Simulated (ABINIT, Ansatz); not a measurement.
# AlGaAs2 (zincblende [001] superlattice) (P-4m2): changed settings of a GW run in ABINIT

What do changed inputs do to GW on AlGaAs2 (zincblende [001] superlattice) (P-4m2)?

Calculated with ABINIT 10.8.3; PBEsol and many-body steps on it, plane waves.

This is a report of a sequence of runs, with most program output left out.

The structure was built from a prototype and need not be the compound's stable phase.

### Step 1. The starting structure

It takes space group P-4m2 (No. 115, tetragonal). The conventional cell has a = 4.012 Å, b = 4.012 Å, c = 11.308 Å, α = 90.00°, β = 90.00°, γ = 90.00°. Ga has 4 As at 2.45 Å nearest. Nearest to As lie 4 Ga at 2.45 Å. As has 2 Al at 2.45 Å and 2 Ga at 2.45 Å nearest. Nearest to Al lie 4 As at 2.45 to 2.46 Å. As has 4 Al at 2.46 Å nearest. It derives from GaAs. Farther neighbours are not listed.

As a file:

```cif
data_structure
_symmetry_space_group_name_H-M 'P-4m2'
_symmetry_Int_Tables_number 115
_cell_length_a 4.0121
_cell_length_b 4.0121
_cell_length_c 11.3079
_cell_angle_alpha 90.000
_cell_angle_beta 90.000
_cell_angle_gamma 90.000
_cell_volume 182.02
loop_
_atom_site_label
_atom_site_type_symbol
_atom_site_symmetry_multiplicity
_atom_site_Wyckoff_symbol
_atom_site_fract_x
_atom_site_fract_y
_atom_site_fract_z
_atom_site_occupancy
Ga1 Ga 2 g 0.50000 0.00000 0.87539 1
As1 As 1 a 0.00000 0.00000 0.00000 1
As2 As 2 f 0.50000 0.50000 0.24969 1
Al1 Al 2 g 0.50000 0.00000 0.37466 1
As3 As 1 d 0.00000 0.00000 0.50000 1
```

The structure was relaxed with PBEsol. The structure type comes from a generator and need not be one that this composition takes. The runs that relaxed it are not among those shown.

### Step 2. Screening, 4×4×1 mesh, 188 bands, screening to 141.5 eV

This step: ABINIT 10.8.3; RPA screening on PBEsol, plane waves, norm-conserving pseudopotentials.

The RPA dielectric matrix is built and inverted for each q.

The input, run.abi:

```
acell 3*1.0 Angstrom
rprim 
  4.012070640132 0.000000000000 0.000000000000
  0.000000000000 4.012070640132 0.000000000000
  0.000000000000 0.000000000000 11.307870973057
ntypat 3
znucl 31 33 13
natom 8
typat 1 2 1 2 3 2 3 2
xred 
  0.000000000000 0.000000000000 0.062888263453
  0.500000000000 0.000000000000 0.187500000000
  0.500000000000 0.500000000000 0.312111736547
  0.000000000000 0.500000000000 0.437186699053
  0.000000000000 0.000000000000 0.562163356889
  0.500000000000 0.000000000000 0.687500000000
  0.500000000000 0.500000000000 0.812836643111
  0.000000000000 0.500000000000 0.937813300947
pp_dirpath "pseudos"
pseudos "Ga.upf, As.upf, Al.upf"
ecut 45
ngkpt 4 4 1
nshiftk 1
shiftk 0 0 0
kptopt 1
chksymbreak 0
istwfk *1
occopt 1
irdwfk 1
optdriver 3
nband 188
ecuteps 5.2
inclvkb 2
awtr 1
symchi 1
indata_prefix "in"
outdata_prefix "out"
tmpdata_prefix "tmp"
```

Command:

```console
> OMP_NUM_THREADS=1 mpirun -n 4 abinit run.abi > log
```

Elapsed: 6.4 min, on 4 MPI ranks of AMD EPYC 9R45, shared host; peak memory 6.2 GiB.

Numbers from this step:

| Item | Value |
| --- | --- |
| ε∞ with local fields, on this mesh, along the program's q direction | 24.20 |
| the same without local fields | 26.21 |
| plasma frequency | 32.57 eV |
| plane waves in the screening matrix | 689 |

Local fields lower ε∞ by 8 %. On a Γ-centred mesh this coarse the value itself is usually too large, while a short band sum pulls it down.

### Step 3. Base

The self-energy is evaluated for the states that the input lists, and the levels follow from it, in one-shot runs by the linearised quasiparticle equation.

This step: G0W0 on PBEsol, plane waves, norm-conserving pseudopotentials.

Edit run.abi of step 2 so:

```diff
@@ -29,8 +29,15 @@
 irdwfk 1
-optdriver 3
+optdriver 4
 nband 188
+gwcalctyp 0
+ecutsigx 45
+symsigma 1
+nkptgw 1
+kptgw 
+  0.0000000000 0.0000000000 0.0000000000
+bdgw 
+  69 72
 ecuteps 5.2
-inclvkb 2
-awtr 1
-symchi 1
+irdscr 1
+ppmodel 1
 indata_prefix "in"
```

Elapsed: 27 s, on 4 MPI ranks; peak memory 3.4 GiB; 1.8 min of CPU time.

This step gave:

```
G0W0 gap on the points computed              : 1.547 eV
starting gap on the mesh                     : 1.055 eV
k of the valence top                         : 0, 0, 0
k of the conduction bottom                   : 0, 0, 0
Z at the valence top                         : 0.789
Z at the conduction bottom                   : 0.803
least direct G0W0 gap on the computed points : 1.547 eV
```

The gap on the mesh goes from 1.05 eV to 1.55 eV, a correction of +0.49 eV.

### Step 4. Scissors in G

Edit run.abi of step 3 so:

```diff
@@ -42,2 +42,3 @@
 ppmodel 1
+mbpt_sciss 1.0 eV
 indata_prefix "in"
```

Run time: 23 s. Hardware: 4 MPI ranks; peak memory 3.5 GiB; 90 s of CPU time.

Numbers from this step:

```
G0W0 gap on the points computed              : 1.657 eV
starting gap on the mesh                     : 1.055 eV
k of the valence top                         : 0, 0, 0
k of the conduction bottom                   : 0, 0, 0
Z at the valence top                         : 0.792
Z at the conduction bottom                   : 0.805
least direct G0W0 gap on the computed points : 1.657 eV
```

### Step 5. Exchange cutoff of one hartree

Edit run.abi of step 4 so:

```diff
@@ -32,3 +32,3 @@
 gwcalctyp 0
-ecutsigx 45
+ecutsigx 1
 symsigma 1
@@ -42,3 +42,2 @@
 ppmodel 1
-mbpt_sciss 1.0 eV
 indata_prefix "in"
```

Run time: 6.3 s. Hardware: 4 MPI ranks; peak memory 2.8 GiB.

The run ended normally, though the input holds a fault or crude settings.

The fault put into this input: exchange cutoff of one hartree. It printed a gap of -0.23 eV, an artefact of the input.

### Step 6. Side by side

Times are wall times on 4 MPI ranks of AMD EPYC 9R45, shared host, good to a factor of about two. A run's time includes the screening step that it read.

```
          run   mesh  bands  screening cutoff (eV)  DFT gap (eV)  gap on the mesh (eV)  direct (eV)  ε∞ used     time
         base  4×4×1    188                  141.5         1.055                 1.547        1.547    24.20  6.8 min
scissors in G  4×4×1    188                  141.5         1.055                 1.657        1.657    24.20  6.7 min
```

### Step 7. Results

* base: 1.547 eV
* scissors in G: 1.657 eV
* known limits: not at the basis limit; no spin-orbit coupling; coarse k mesh

**Reading.** Scissors in G: +0.110 eV against base (keys changed: mbpt_sciss). Bands and cutoff are finite, so the gap is not at the basis limit. The miss can reach some tenths of an eV and take either sign; the mesh is an error of its own. In the G0W0 runs levels were corrected at 1 k point alone, so a gap called «on the mesh» is the least over those, and an edge elsewhere would be missed. The 4×4×1 mesh is coarse for this cell, which bears on the long-range parts of exchange and screening. The many-body steps are scalar-relativistic: spin-orbit coupling is not in them.

[Paths, hosts, dates, memory and timing lines, banners, echoed tables and standing remarks are left out of the program output.]

[Logs are printed without paths, hosts, clocks, repeated set-up lines and the standing remarks that a program may print on its own settings, such as how far it seeks lower states.]

[Runs of the session that timed out or met a known fault of the program may be left out.]

[Hosts, paths, dates, database ids (printed as entryN), source tags and the programs' standing remarks are cut or masked in the printed files.]

[G0W0 gaps are taken among the corrected bands and points alone; a level outside them can change the order at an edge.]

[Where Ansatz stands beside ABINIT at settings called matched, ABINIT's density can come from a denser mesh and the files from another edition; pairs whose starting gaps differed by over 0.03 eV were left out, so agreement reads better than it is.]
